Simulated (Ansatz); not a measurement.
# SiC (Moissanite, P6_3mc): from the cell to its phonons, part 2 of 2

How does SiC (Moissanite, P6_3mc) vibrate, and is this structure a minimum?

Ansatz 0.2.0; DFT LDA, scalar-relativistic, plane waves, PAW; PAW set soft_1.

So far. Step 4 (Tight relaxation): The largest force component left is 0.53 meV/Å and the pressure is 0.001 GPa, within the tolerances set. The cell now holds 10.15 Å³/atom. Step 5 (Zone-centre response): Before it was imposed, the acoustic sum rule was missed by 2.4e-5 eV/Å² and the charge sum rule by 0.0043 e. Small misses are needed for a sound result but don't prove that mesh and cutoff are converged. The lowest optical mode is real, 258 cm⁻¹. The relaxed cell has a = 3.056, c = 5.016 Å (conventional setting).

## (6) The dispersion

Stability and thermal properties need the whole zone. Linear response on a 3×3×2 q mesh gives force constants as far as a supercell of that size would, and the tensors from the zone-centre run are typed in so that the long-range dipole term is interpolated apart.

input.yaml reads:

```yaml
crystal:
  lattice:
    - [3.0564521919, 0.0, 0.0]
    - [-1.5282260959, 2.6469652437, 0.0]
    - [0.0, 0.0, 5.0158810915]
  atoms:
    - { symbol: Si, position: [0.3333333333, 0.6666666667, 0.0045896652] }
    - { symbol: Si, position: [0.6666666667, 0.3333333333, 0.5045896652] }
    - { symbol: C, position: [0.3333333333, 0.6666666667, 0.3804103348] }
    - { symbol: C, position: [0.6666666667, 0.3333333333, 0.8804103348] }
kpoints:
  mp_grid: { grid: [9, 9, 6] }
hamiltonian:
  xc: lda
  pseudopotentials: { kind: paw, azcp: { folder: soft_1 }, xc_functional: pbe }
scf:
  occupations: { method: fixed }
output:
  eigenvalues: true
phonons:
  method: dfpt
  qmesh: [3, 3, 2]
  temperatures: { t_max: 1000, t_step: 50 }
  qpath:
    path:
      - [[0.0, 0.0, 0.0], [0.5, 0.0, 0.0], [0.33333333, 0.33333333, 0.0], [0.0, 0.0, 0.0], [0.0, 0.0, 0.5], [0.5, 0.0, 0.5], [0.33333333, 0.33333333, 0.5], [0.0, 0.0, 0.5]]
      - [[0.5, 0.0, 0.5], [0.5, 0.0, 0.0]]
      - [[0.33333333, 0.33333333, 0.5], [0.33333333, 0.33333333, 0.0]]
    npoints: 10
  non_analytic_term:
    high_frequency_dielectric_tensor: [[6.8872, 0.0, 0.0], [0.0, 6.8872, 0.0], [0.0, 0.0, 7.2466]]
    born_effective_charges:
      - { species: Si, tensor: [[2.6932, 0.0, 0.0], [0.0, 2.6932, 0.0], [0.0, 0.0, 2.8927]] }
      - { species: Si, tensor: [[2.6932, 0.0, 0.0], [0.0, 2.6932, 0.0], [0.0, 0.0, 2.8927]] }
      - { species: C, tensor: [[-2.6932, 0.0, 0.0], [0.0, -2.6932, 0.0], [0.0, 0.0, -2.8927]] }
      - { species: C, tensor: [[-2.6932, 0.0, 0.0], [0.0, -2.6932, 0.0], [0.0, 0.0, -2.8927]] }
    source: "zone-centre run at this cell"
```

Run with:

```
$ ansatz run input.yaml --threads 8 --pin off --max-ram 16384MiB --backend cpu --events-out ev --progress --plain --runs-dir out
```

Numbers of over 12 decimals in the logs are rounded to 6 here.

The log of the run:

```text
Warning: phonons: the dynamical matrix that this run interpolates holds no multipole term above the dipole-dipole one, and a site of this crystal is no centre of inversion, so its interpolated transverse optical and acoustic branches and sound speeds can stay off near Gamma, and the density of states and the thermodynamics with them. What a run solves at a wave vector of phonons.qpoints, Gamma apart, where the deck admits one, is free of this, and under fd what a larger phonons.supercell samples
[...]
Crystal: 4 atoms, lattice volume = 40.580 Å³
Basis set: ecut = 420 eV, 785 PW (Γ), exchange–correlation on 48×48×72 points (8 copies of the dense FFT grid, shifted against one another)
Bands: 12, of which v1, the nominal top of the filled ones, is band 8 counted from 1 (7 counted from 0)
Symmetry: 12 space group operations
k-points: 48 of 486 (time reversal used)
[...]
SCF iter   1: F=—  HF=-1707.608941 eV  |F-HF|=—  |Δ(HF+E_count)|=         —  Δρ=1.42e-1  dr2=9.81e0  ethr=3.10e-3  ⟨swp⟩=4.3  Hψ=3364  notcnv=0  defer=81
[...]
SCF iter   9: F=-1704.400983 eV  HF=-1704.400983 eV  |F-HF|=0.00e0  |Δ(HF+E_count)|=  4.75e-11  Δρ=4.95e-8  dr2=6.69e-13  ethr=1.00e-12  ⟨swp⟩=6.8  Hψ=4207  notcnv=0
SCF 1 converged in 9 iterations: F = -1704.400983 eV  dr2 = 6.69e-13
[...]
DFPT response loops at q = (0, 0, 0) (fractional): preconditioner auto → Resta (q_TF=auto, 2.336 Å⁻¹)  ε∞=5.3 (no band partly filled); β = 1.00, the filter's whole step (`scf.mixing.beta` (0.50) is not read by the response loops at its default; to damp them type it under 1.00, their step now; it binds the ground state too); Broyden in place of MSR1
[...]
SCF converged after 9 iterations
Free energy (F): -1704.400983 eV
[...]
Internal energy: -1704.400983 eV  (E = F + TS)
E sigma→0 (E₀):  -1704.400983 eV
Fermi energy:    9.640295 eV
[...]
--- Band table (eV; the first three rows and the last of 48) ---
  k-point 0: bands = [... 4 lower, 8.3135, 9.5272, 9.6403, 9.6403, 14.5561, 16.0401, 16.3136, 16.3136]
  k-point 1: bands = [... 4 lower, 8.3901, 8.7976, 9.5369, 9.5369, 14.6798, 16.3576, 16.3576, 16.5554]
  k-point 2: bands = [... 4 lower, 8.6071, 8.6071, 9.2665, 9.2665, 15.0451, 16.3698, 16.5589, 16.5589]
  k-point 47: bands = [... 4 lower, 3.8725, 3.8725, 7.8884, 7.8884, 14.7522, 14.7522, 15.5837, 15.5837]
--- Phonons (Γ-DFPT): 4 representative perturbations + reference (Σ response iterations 12) ---
  ASR residual: 2.294e-5 → 0.000e0 eV/Å²; symmetrization residual: 5.194e-7 eV/Å²
  ASR residual per site (eV/Å²): 8.64e-6 8.64e-6 2.29e-5 2.29e-5
[...]
--- Phonons (arbitrary-q DFPT): 6 irreducible q on the 3×3×2 mesh ---
  q = [0.0000, 0.0000, 0.0000] (star 1, of the zone-centre solve; hermiticity 3.74e-8, symmetrization 7.86e-12): -0.00 0.00 0.00 257.92 257.92 599.35 767.87 767.87 771.24 801.36 801.36 841.07
  q = [0.0000, 0.0000, -0.5000] (star 1, 4 solved perturbations in 404 linear systems a pass and spin channel, the states on 140 of 486 k-point pairs; hermiticity 3.77e-8, symmetrization 8.50e-11): 194.47 194.47 194.47 194.47 401.64 401.64 783.43 783.43 783.43 783.43 916.62 916.62
  q = [0.0000, 0.3333, 0.0000] (star 6, 12 solved perturbations on 270 of 486 k-point pairs; hermiticity 3.10e-8, symmetrization 2.26e-8): 232.91 271.43 346.22 441.94 468.50 543.96 752.98 764.63 778.71 785.13 856.18 907.03
[...]
sum rule: each row above includes the acoustic sum rule's correction from the zone centre's row sums; it moved no ω² by more than (0.72 cm⁻¹)²
  mesh force constants: q→R imaginary residual 0.00e0; ASR residual 2.294e-5 → 0.000e0 eV/Å²; symmetrization residual 1.776e-14 eV/Å²
  interpolated dispersion: 94 rows × 12 modes
  density of states and harmonic sums: on the 24×24×12 q-mesh, interpolated from the force constants of a 3×3×2 supercell (with the dipole–dipole term of supplied tensors)
  largest difference from the sums on the solved wave vectors: F 2.23e-2 eV, S 3.68e-5 and C_V 1.41e-5 eV/K
  zero-point energy: 0.443817 eV/cell   skipped modes (ω ≤ 0): 3   left out of the sums: 3.62e-5 of the cell's modes: C_V's classical limit lies that fraction below 3 k_B per atom; for a crystal, a wire or a layer, F and S can be off by more, and a phonons.interpolated_qmesh denser along its periods is the remedy for the sampling
```

Elapsed: 49 s, on 8 threads of Arm Neoverse V1, shared host; peak memory 0.62 GiB.

Numbers from this step:

- sum-rule residual before enforcement: 2.29e-5 eV/Å²
- lowest frequency on the path: 0 cm⁻¹
- highest frequency on the path or at a solved wavevector: 972.5 cm⁻¹
- lowest mode on the q mesh (acoustic modes at Γ apart): 194.5 cm⁻¹

Frequencies (cm⁻¹) solved at each irreducible wavevector; negative means imaginary. Frequencies by wavevector, by row:

```csv
q in reciprocal lattice units,star,mode 1,mode 2,mode 3,mode 4,mode 10,mode 11,mode 12
0 0 0,1,0,0,0,257.9,801.4,801.4,841.1
0 0 -0.5,1,194.5,194.5,194.5,194.5,783.4,916.6,916.6
0 0.3333 0,6,232.9,271.4,346.2,441.9,785.1,856.2,907
0 0.3333 -0.5,6,304,304,324.2,324.2,783.3,877.6,877.6
0.3333 0.3333 0,2,396,396,415.3,474.5,814.6,836.1,853.9
0.3333 0.3333 -0.5,2,304.9,304.9,450.1,450.1,797.5,845,845
```

Interpolated from a 3×3×2 q mesh, with the LO-TO term (at Γ the limit along the path; where Γ stands inside the path, tables give the limit on arrival). The phonon branches at the labelled points (cm⁻¹):

| point | branch 1 | branch 2 | branch 3 | branch 4 | branch 9 | branch 10 | branch 11 | branch 12 |
| --- | --- | --- | --- | --- | --- | --- | --- | --- |
| Γ | 0 | 0 | 0 | 258 | 771 | 801 | 841 | 972 |
| halfway | 195 | 212 | 317 | 355 | 776 | 792 | 852 | 932 |
| M | 260 | 339 | 377 | 430 | 777 | 790 | 858 | 866 |
| halfway | 330 | 357 | 415 | 431 | 796 | 804 | 848 | 861 |
| K | 396 | 396 | 415 | 474 | 815 | 815 | 836 | 854 |
| halfway | 242 | 249 | 352 | 380 | 779 | 796 | 851 | 917 |
| Γ | 0 | 0 | 0 | 258 | 771 | 801 | 841 | 972 |
| halfway | 109 | 109 | 214 | 243 | 796 | 796 | 869 | 951 |
| A | 194 | 194 | 194 | 194 | 783 | 783 | 917 | 917 |
| halfway | 276 | 276 | 319 | 319 | 786 | 786 | 893 | 893 |
| L | 324 | 324 | 326 | 326 | 792 | 792 | 847 | 847 |
| halfway | 308 | 308 | 392 | 392 | 797 | 797 | 844 | 844 |
| H | 305 | 305 | 450 | 450 | 798 | 798 | 845 | 845 |
| halfway | 308 | 308 | 323 | 323 | 784 | 784 | 884 | 884 |
| A | 194 | 194 | 194 | 194 | 783 | 783 | 917 | 917 |
| jump to L | 324 | 324 | 326 | 326 | 792 | 792 | 847 | 847 |
| halfway | 282 | 324 | 363 | 378 | 776 | 792 | 851 | 859 |
| M | 260 | 339 | 377 | 430 | 777 | 790 | 858 | 866 |
| jump to H | 305 | 305 | 450 | 450 | 798 | 798 | 845 | 845 |
| halfway | 343 | 343 | 427 | 468 | 807 | 807 | 839 | 851 |
| K | 396 | 396 | 415 | 474 | 815 | 815 | 836 | 854 |

Tetrahedra on a 24×24×12 mesh, mean over bins of 10 cm-1. Interpolated from a 3×3×2 q mesh. Table of phonon density of states by wavenumber; read off at these points:

| wavenumber (cm⁻¹) | phonon density of states (1/cm⁻¹/cell) |
| --- | --- |
| 5 | 0 |
| 35 | 7.0e-5 |
| 55 | 2.2e-4 |
| 85 | 6.0e-4 |
| 105 | 9.4e-4 |
| 135 | 0.00165 |
| 165 | 0.00267 |
| 185 | 0.00363 |
| 215 | 0.0056 |
| 245 | 0.00928 |
| 265 | 0.0150 |
| 295 | 0.0224 |
| 305 | 0.0303 |
| 315 | 0.0264 |
| 345 | 0.0209 |
| 375 | 0.0187 |
| 395 | 0.0159 |
| 425 | 0.0144 |
| 455 | 0.00749 |
| 475 | 0.00512 |
| 505 | 0.00776 |
| 525 | 0.0107 |
| 545 | 0.0204 |
| 555 | 0.0187 |
| 585 | 0.0114 |
| 605 | 3.9e-4 |
| 635 | 0 |
| 665 | 0 |
| 685 | 0 |
| 715 | 0 |
| 735 | 0 |
| 765 | 0.0820 |
| 785 | 0.0863 |
| 795 | 0.0735 |
| 815 | 0.00322 |
| 845 | 0.0354 |
| 855 | 0.0561 |
| 875 | 0.0178 |
| 895 | 0.0109 |
| 925 | 0.00619 |
| 945 | 0.00387 |
| 975 | 2.0e-5 |

The partial phonon density of states has structure finer than the step of the table below, so its rows give means over 25 cm⁻¹, whole bins alone (the curve runs from -10 to 1010 cm⁻¹). Peaks (cm⁻¹: height): C 785.5: 0.0611, 856.0: 0.0407; Si 310.8: 0.0219, 548.1: 0.0177, 785.5: 0.0164, 856.0: 0.00352.

Phonopy on the run's constants, 21x21x11 mesh, Gaussian sigma 7.3 cm-1. Interpolated from a 3×3×2 q mesh. Table of partial phonon density of states by wavenumber; means over each step; values in 1/cm⁻¹/cell:

```
wavenumber (cm⁻¹)        C       Si
               25   1.3e-5   3.4e-5
               50   5.9e-5   1.4e-4
               75   1.5e-4   3.6e-4
              100   2.5e-4   6.0e-4
              125   4.0e-4   9.8e-4
              150   6.5e-4  0.00160
              175   8.7e-4  0.00223
              200  0.00125  0.00331
              225  0.00179  0.00495
              250  0.00283  0.00831
              275  0.00397   0.0127
              300  0.00542   0.0195
              325  0.00496   0.0197
              350  0.00379   0.0166
              375  0.00313   0.0151
              400  0.00242   0.0133
              425  0.00201   0.0124
              450  0.00135  0.00816
              475  0.00114  0.00495
              500  0.00123  0.00576
              525  0.00145   0.0110
              550  0.00128   0.0174
              575   7.5e-4   0.0149
              600   2.0e-4  0.00445
              625   2.5e-6   5.7e-5
              650        0        0
              675        0        0
              700        0        0
              725  0.00135   2.1e-4
              750   0.0292  0.00618
              775   0.0578   0.0153
              800   0.0383  0.00888
              825  0.00555   6.7e-4
              850   0.0326  0.00278
              875   0.0183  0.00261
              900  0.00809  0.00210
              925  0.00468  0.00159
              950  0.00235   9.2e-4
              975   4.0e-4   1.6e-4
```

Symmetry leaves 6 wavevectors to solve. The lowest mode among them, the acoustic zeros apart, lies at q = (0, 0, -0.5) and is real, 194 cm⁻¹.

## (7) Finite displacements in a supercell

Finite displacements in a 2×2×2 supercell give force constants from forces alone. They are exact at the wavevectors that the supercell holds, where they check the linear-response result.

Changes to input.yaml since step 6:

```diff
@@ -11,3 +11,3 @@
 kpoints:
-  mp_grid: { grid: [9, 9, 6] }
+  mp_grid: { grid: [10, 10, 6] }
 hamiltonian:
@@ -20,4 +20,4 @@
 phonons:
-  method: dfpt
-  qmesh: [3, 3, 2]
+  method: fd
+  supercell: [2, 2, 2]
   temperatures: { t_max: 1000, t_step: 50 }
```

The log of the run:

```text
[...]
Crystal: 32 atoms, lattice volume = 324.641 Å³
Basis set: ecut = 420 eV, 6339 PW (Γ)
Bands: 96, of which v1, the nominal top of the filled ones, is band 64 counted from 1 (63 counted from 0)
Symmetry: 96 space group operations
k-points: 10 of 75 (time reversal used)
[...]
SCF iter   1: F=—  HF=-13635.210028 eV  |F-HF|=—  |Δ(HF+E_count)|=         —  Δρ=4.16e-8  dr2=2.46e-12  ethr=1.00e-12  ⟨swp⟩=3.0  Hψ=2282  notcnv=0
[...]
SCF iter   2: F=-13635.210028 eV  HF=-13635.210028 eV  |F-HF|=1.82e-12  |Δ(HF+E_count)|=  1.82e-12  Δρ=2.18e-8  dr2=7.18e-13  ethr=1.00e-12  ⟨swp⟩=3.0  Hψ=2113  notcnv=0
SCF 1 converged in 2 iterations: F = -13635.210028 eV  dr2 = 7.18e-13
[...]
Symmetry: 2 space group operations
k-points: 24 of 75 (time reversal used)
[...]
SCF iter   7: F=-13635.209948 eV  HF=-13635.209948 eV  |F-HF|=3.64e-12  |Δ(HF+E_count)|=  2.18e-11  Δρ=3.53e-8  dr2=4.27e-12  ethr=1.00e-12  ⟨swp⟩=6.0  Hψ=10621  notcnv=0
SCF 2 converged in 7 iterations: F = -13635.209948 eV  dr2 = 4.27e-12
[...]
SCF iter   3: F=-13635.209945 eV  HF=-13635.209945 eV  |F-HF|=1.82e-12  |Δ(HF+E_count)|=    0.00e0  Δρ=3.71e-8  dr2=2.60e-12  ethr=1.00e-12  ⟨swp⟩=5.7  Hψ=9733  notcnv=0
SCF 3 converged in 3 iterations: F = -13635.209945 eV  dr2 = 2.60e-12
[...]
SCF iter   7: F=-13635.209950 eV  HF=-13635.209950 eV  |F-HF|=3.64e-12  |Δ(HF+E_count)|=  1.09e-11  Δρ=3.00e-8  dr2=3.10e-12  ethr=1.00e-12  ⟨swp⟩=6.5  Hψ=9473  notcnv=0
SCF 4 converged in 7 iterations: F = -13635.209950 eV  dr2 = 3.10e-12
[...]
SCF iter   4: F=-13635.209953 eV  HF=-13635.209953 eV  |F-HF|=1.82e-12  |Δ(HF+E_count)|=  1.27e-11  Δρ=1.47e-8  dr2=6.86e-13  ethr=1.00e-12  ⟨swp⟩=6.8  Hψ=9775  notcnv=0
SCF 5 converged in 4 iterations: F = -13635.209953 eV  dr2 = 6.86e-13
[...]
SCF converged after 2 iterations
Free energy (F): -13635.210028 eV
[...]
Internal energy: -13635.210028 eV  (E = F + TS)
E sigma→0 (E₀):  -13635.210028 eV
Fermi energy:    9.640144 eV
[...]
--- Forces (eV/Å), atoms counted from 1 ---
  atom   1  Si     0.00000000     0.00000000     0.00073504
  atom   2  Si    -0.00000000    -0.00000000     0.00073504
  atom   3  C      0.00000000    -0.00000000    -0.00073484
  atom   4  C     -0.00000000     0.00000000    -0.00073484
  atom   5  Si     0.00000000     0.00000000     0.00073504
  atom   6  Si    -0.00000000    -0.00000000     0.00073504
  atom   7  C      0.00000000    -0.00000000    -0.00073484
  atom   8  C     -0.00000000     0.00000000    -0.00073484
  atom   9  Si     0.00000000     0.00000000     0.00073504
  atom  10  Si    -0.00000000    -0.00000000     0.00073504
  atom  11  C      0.00000000     0.00000000    -0.00073484
  atom  12  C     -0.00000000    -0.00000000    -0.00073484
  atom  13  Si     0.00000000     0.00000000     0.00073504
  atom  14  Si    -0.00000000    -0.00000000     0.00073504
  atom  15  C      0.00000000     0.00000000    -0.00073484
  atom  16  C     -0.00000000    -0.00000000    -0.00073484
  atom  17  Si     0.00000000     0.00000000     0.00073504
  atom  18  Si    -0.00000000    -0.00000000     0.00073504
  atom  19  C      0.00000000    -0.00000000    -0.00073484
  atom  20  C     -0.00000000     0.00000000    -0.00073484
  atom  21  Si     0.00000000     0.00000000     0.00073504
  atom  22  Si    -0.00000000    -0.00000000     0.00073504
  atom  23  C      0.00000000    -0.00000000    -0.00073484
  atom  24  C     -0.00000000    -0.00000000    -0.00073484
  atom  25  Si     0.00000000     0.00000000     0.00073504
  atom  26  Si    -0.00000000    -0.00000000     0.00073504
  atom  27  C      0.00000000     0.00000000    -0.00073484
  atom  28  C     -0.00000000     0.00000000    -0.00073484
  atom  29  Si     0.00000000     0.00000000     0.00073504
  atom  30  Si    -0.00000000    -0.00000000     0.00073504
  atom  31  C      0.00000000    -0.00000000    -0.00073484
  atom  32  C     -0.00000000     0.00000000    -0.00073484
  max |Σ_I F_I| component: 3.10e-6 eV/Å
--- Band table (eV; the first three rows and the last of 10) ---
  k-point 0: bands = [... 60 lower, 8.9235, 9.5270, 9.6401, 9.6401, 12.3588, 12.3588, 12.3588, 12.9018, ... 28 higher]
  k-point 1: bands = [... 60 lower, 9.2664, 9.2664, 9.5368, 9.5368, 12.5110, 12.5110, 12.5110, 12.6374, ... 28 higher]
  k-point 2: bands = [... 60 lower, 8.6946, 9.0076, 9.4093, 9.5430, 12.5816, 13.0927, 13.0927, 13.3682, ... 28 higher]
  k-point 9: bands = [... 60 lower, 8.3542, 8.3542, 8.6256, 8.6256, 12.5076, 13.8595, 14.1391, 14.1905, ... 28 higher]
--- Phonons: 4 displaced members + reference (amplitude 0.0025 Å, Σ member SCF iterations 21) ---
  symmetry images taken by strict's conditions (phonons.symmetry_images: auto; settled by no image being taken that strict refuses); asymmetry of the core-correction force 4.3e-8 eV/Å at the most on a site, 8.0e-7 eV/Å summed over every site of the supercell
  ASR residual: 3.814e-4 → 0.000e0 eV/Å²; symmetrization residual: 1.682e-4 eV/Å²
  largest component of a force at the reference: 7.4e-4 eV/Å
  ASR residual per site (eV/Å²): 3.37e-4 3.37e-4 3.81e-4 3.81e-4
[...]
```

Run time: 33 s. Hardware: 8 threads; peak memory 1.6 GiB; 4.1 min of CPU time.

Numbers from this step:

- gap on the k-mesh: 2.292 eV
- atoms in the supercell: 32
- sum-rule residual before enforcement: 3.81e-4 eV/Å²

Interpolated from a 2×2×2 supercell, rough between the solved points, with the LO-TO term (at Γ the limit along the path; where Γ stands inside the path, tables give the limit on arrival). The phonon branches at the labelled points (cm⁻¹):

```csv
point,branch 1,branch 2,branch 3,branch 4,branch 9,branch 10,branch 11,branch 12
Γ,0,0,0,258,771,801,841,972
halfway,177,212,317,343,779,791,833,935
M,258,342,362,438,779,790,849,861
halfway,330,355,403,438,797,798,840,847
K,388,388,414,482,816,820,822,822
halfway,231,240,355,372,778,796,833,919
Γ,0,0,0,258,771,801,841,972
halfway,109,109,214,243,796,796,869,951
A,194,194,194,194,783,783,917,917
halfway,266,266,311,311,784,784,887,887
L,322,322,323,323,790,790,836,836
halfway,297,297,403,403,787,787,824,824
H,290,290,472,472,795,795,808,808
halfway,299,299,316,316,784,784,876,876
A,194,194,194,194,783,783,917,917
jump to L,322,322,323,323,790,790,836,836
halfway,281,323,353,381,776,791,842,852
M,258,342,362,438,779,790,849,861
jump to H,290,290,472,472,795,795,808,808
halfway,333,333,436,484,811,812,812,815
K,388,388,414,482,816,820,822,822
```

Tetrahedra on a 24×24×12 mesh, mean over bins of 10 cm-1. Interpolated from a 2×2×2 supercell, rough between the solved points. The phonon density of states by wavenumber; read off at these points:

| wavenumber (cm⁻¹) | phonon density of states (1/cm⁻¹/cell) |
| --- | --- |
| 5 | 0 |
| 35 | 1.1e-4 |
| 75 | 5.6e-4 |
| 105 | 0.00115 |
| 135 | 0.00199 |
| 175 | 0.00366 |
| 205 | 0.00557 |
| 235 | 0.00873 |
| 275 | 0.0174 |
| 295 | 0.0303 |
| 305 | 0.0241 |
| 335 | 0.0212 |
| 375 | 0.0154 |
| 405 | 0.0150 |
| 435 | 0.0139 |
| 475 | 0.00742 |
| 505 | 0.00726 |
| 545 | 0.0203 |
| 575 | 0.0175 |
| 605 | 0.00338 |
| 645 | 0 |
| 675 | 0 |
| 705 | 0 |
| 745 | 0.0037 |
| 775 | 0.0931 |
| 785 | 0.116 |
| 805 | 0.0123 |
| 835 | 0.0530 |
| 845 | 0.0269 |
| 875 | 0.0118 |
| 905 | 0.00791 |
| 945 | 0.00422 |
| 975 | 2.0e-5 |

At Γ the two methods differ by at most 0.0 cm⁻¹.

## (8) Results

| Item | Value |
| --- | --- |
| space group after relaxation (within 0.01 Å) | P6_3mc |
| volume per atom | 10.1 Å³ |
| gap on the k-mesh | 2.13 eV |
| highest optical mode at the zone centre (no LO-TO term) | 841 cm⁻¹ |
| top of the zone-centre spectrum with the field | 973 cm⁻¹ |
| lowest optical zone-centre mode | 258 cm⁻¹ |
| mean high-frequency dielectric constant | 7.01 |
| mean static dielectric constant | 10.5 |
| largest Born charge (third of the trace) | 2.76 e |
| lowest mode on the q mesh (acoustic modes at Γ apart) | 194 cm⁻¹ |
| highest frequency on the path or at a solved wavevector | 972 cm⁻¹ |
| imaginary modes on the 3×3×2 q mesh | none |

The structure is a minimum as far as tested: no mode is imaginary at the 6 irreducible wavevectors of the 3×3×2 mesh, and the softest away from the acoustic zeros lies at 194 cm⁻¹. Without the field, the optical modes at Γ span 258 to 841 cm⁻¹. The highest mode in this list at Γ, 841.1 cm⁻¹, is mostly motion of C (100 % of the kinetic energy). With the macroscopic field of the longitudinal modes the top of the zone-centre spectrum lies at 973 cm⁻¹, against 841 cm⁻¹ without it. Lattice motion raises the mean dielectric constant from 7.007 to 10.53. The strongest infrared line is at 801 cm⁻¹. Finite displacements and linear response differ by 0.0 cm⁻¹ in the highest zone-centre mode. The program warns that the interpolation holds no quadrupole term, so branches close to Γ can be off in this crystal. The PAW files were made for PBE and serve the other functionals too. These are harmonic frequencies at zero temperature: anharmonic shifts, linewidths and thermal expansion are left out.

[Logs are printed without paths, hosts, clocks, repeated set-up lines and the standing remarks that a program may print on its own settings, such as how far it seeks lower states.]

[Hosts, paths, dates, database ids (printed as entryN), source tags and the programs' standing remarks are cut or masked in the printed files.]
